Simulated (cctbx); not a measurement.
# Lattice, Laue class and space group of a new crystal

Cell: a = 8.1640 Å, b = 4.9360 Å, c = 10.4450 Å, α = 90.00°, β = 90.00°, γ = 90.00°. Expected content of the cell: Ru20 Y4 Al4.

The data are simulated with cctbx, not measured: Mo Kα, λ = 0.71073 Å, to d = 0.75 Å, 80 % of the full sphere, strongest reflection 5000 counts, noise from counting, a 4 % proportional error and a noise floor of 4 counts (s.d.); no absorption.

Tests on the unmerged data give:

```text
3388 reflections to d = 0.751 A
centring   violations  <I/sigma> of those
    A        965 of  1684      6.2
    B        952 of  1700      6.1
    C       1007 of  1668      6.9
    I        958 of  1694      6.4
    R       1302 of  2238      6.5
    F       1462 of  2526      6.4
Laue class    unique    Rint  (classes that these axes allow; Friedel mates merged)
P -1             2016   0.048
P 1 2/m 1        1159   0.057
P 1 1 2/m        1105   0.056
P 2/m 1 1        1118   0.057
P m m m           653   0.061
space group    extra absences  I>4sigma  <I/sigma>
P 2 2 2                 0          0         -  acentric
P 2 2 21               13          0       0.0  acentric
P 21 2 2                9          0      -0.1  acentric
P 2 21 2                5          0       0.1  acentric
P 21 21 2              14          0      -0.1  acentric
P 2 21 21              18          0       0.0  acentric
P 21 2 21              22          0      -0.1  acentric
P 21 21 21             27          0      -0.0  acentric
P m m 2                 0          0         -  acentric
P 2 m m                 0          0         -  acentric
P m 2 m                 0          0         -  acentric
P 21 m a               93          0      -0.1  acentric
P m 2 a                93          0      -0.1  acentric
P n m 21              116          0       0.1  acentric
P n 21 m              116          0       0.1  acentric
P n 21 a              209          0       0.0  acentric
P m m m                 0          0         -  centric
P m m a                93          0      -0.1  centric
P n m m :1            116          0       0.1  centric
P n m m :2            116          0       0.1  centric
P n m a               209          0       0.0  centric
Wilson B = 1.60 A^2   <|E^2-1|> = 0.916 (0.968 centric, 0.736 acentric)   E^2>4: 3.5 %
shell (A)         n   <I/sigma>
10.45 - 1.50    100     16.7
 1.50 - 1.19     81     16.5
 1.19 - 1.04     84     14.9
 1.04 - 0.95     77     14.1
 0.95 - 0.88     81     12.7
 0.88 - 0.83     70     10.2
 0.83 - 0.78     86     11.2
 0.78 - 0.75     74     10.1
```

**Question.** What are the lattice type, the Laue class and the likely space group?

Every centring test has many violations, so the lattice is primitive.

Rint stays low (0.048 to 0.061) up to P m m m, the highest class in these axes.

21 settings pass the absence test. The most absences obeyed, 209, belong to P n 21 a and P n m a, which absences can't tell apart.

⟨|E²−1|⟩ = 0.916 leans to a centrosymmetric structure. The Wilson B of 1.60 Å² means U ≈ 0.0203 Å².

The true group is Pnma (no. 62), Laue class mmm, centrosymmetric. The tables only narrow the choice to the tied entries; cell content, site symmetry and trial solutions must settle it.

This is a model crystal, built by substitution and not relaxed, with assumed displacement parameters.

[Logs are printed without paths, hosts, clocks, repeated set-up lines and the standing remarks that a program may print on its own settings, such as how far it seeks lower states.]
